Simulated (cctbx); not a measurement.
## Lattice, Laue class and space group of a new crystal

Cell: a = 14.5540 Å, b = 8.4980 Å, c = 6.5740 Å, α = 90.00°, β = 90.00°, γ = 90.00°. Expected content of the cell: Yb8 Te16 Zn4.

Simulated single-crystal data (cctbx): synchrotron X-rays, λ = 0.4959 Å, to d = 0.75 Å, 50 % of the full sphere, strongest reflection 20000 counts, noise from counting, a 4 % proportional error and a noise floor of 2 counts (s.d.); no absorption, some extinction.

Tests on the unmerged data give:

```text
4095 reflections to d = 0.750 A
centring   violations  <I/sigma> of those
    A       1223 of  2025      9.0
    B       1057 of  2075      6.1
    C       1350 of  2088      8.6
    I       1313 of  2061      8.2
    R       1746 of  2733      8.7
    F       1815 of  3094      7.9
Laue class    unique    Rint  (classes that these axes allow; Friedel mates merged)
P -1             3051   0.034
P 1 2/m 1        1958   0.038
P 1 1 2/m        2000   0.036
P 2/m 1 1        1964   0.038
P m m m          1175   0.041
space group    extra absences  I>4sigma  <I/sigma>
P 2 2 2                 0          0         -  acentric
P 2 2 21                7          0      -0.1  acentric
P 21 2 2               12          0       0.7  acentric
P 2 21 2                7          0      -0.6  acentric
P 21 21 2              19          0       0.2  acentric
P 2 21 21              14          0      -0.4  acentric
P 21 2 21              19          0       0.4  acentric
P 21 21 21             26          0       0.1  acentric
P m m 2                 0          0         -  acentric
P 2 m m                 0          0         -  acentric
P m 2 m                 0          0         -  acentric
P 21 m a              160          0       0.1  acentric
P m 2 a               160          0       0.1  acentric
P n m 21               79          0      -0.2  acentric
P n 21 m               79          0      -0.2  acentric
P n 21 a              239          0       0.0  acentric
P m m m                 0          0         -  centric
P m m a               160          0       0.1  centric
P n m m :1             79          0      -0.2  centric
P n m m :2             79          0      -0.2  centric
P n m a               239          0       0.0  centric
Wilson B = 1.13 A^2   <|E^2-1|> = 1.103 (0.968 centric, 0.736 acentric)   E^2>4: 5.4 %
shell (A)         n   <I/sigma>
14.56 - 1.50    169     15.3
 1.50 - 1.19    146     16.8
 1.19 - 1.04    146     14.7
 1.04 - 0.95    141     13.9
 0.95 - 0.88    153     14.6
 0.88 - 0.83    131     14.5
 0.83 - 0.78    143     12.2
 0.78 - 0.75    146     12.0
```

**Question.** What are the lattice type, the Laue class and the likely space group?

Every centring test has many violations, so the lattice is primitive.

Rint stays low (0.034 to 0.041) up to P m m m, the highest class in these axes.

21 settings pass the absence test. The most absences obeyed, 239, belong to P n 21 a and P n m a, which absences can't tell apart.

⟨|E²−1|⟩ = 1.103 is above even the centric ideal, a mark of pseudo-translation (a class of systematically weak reflections). The Wilson B of 1.13 Å² means U ≈ 0.0143 Å².

The true group is Pnma (no. 62), Laue class mmm, centrosymmetric. The tables only narrow the choice to the tied entries; cell content, site symmetry and trial solutions must settle it.

The model was made for the exercise: a known structure type with other elements put in, its volume estimated, not relaxed; displacement parameters are assumed.

[Logs are printed without paths, hosts, clocks, repeated set-up lines and the standing remarks that a program may print on its own settings, such as how far it seeks lower states.]
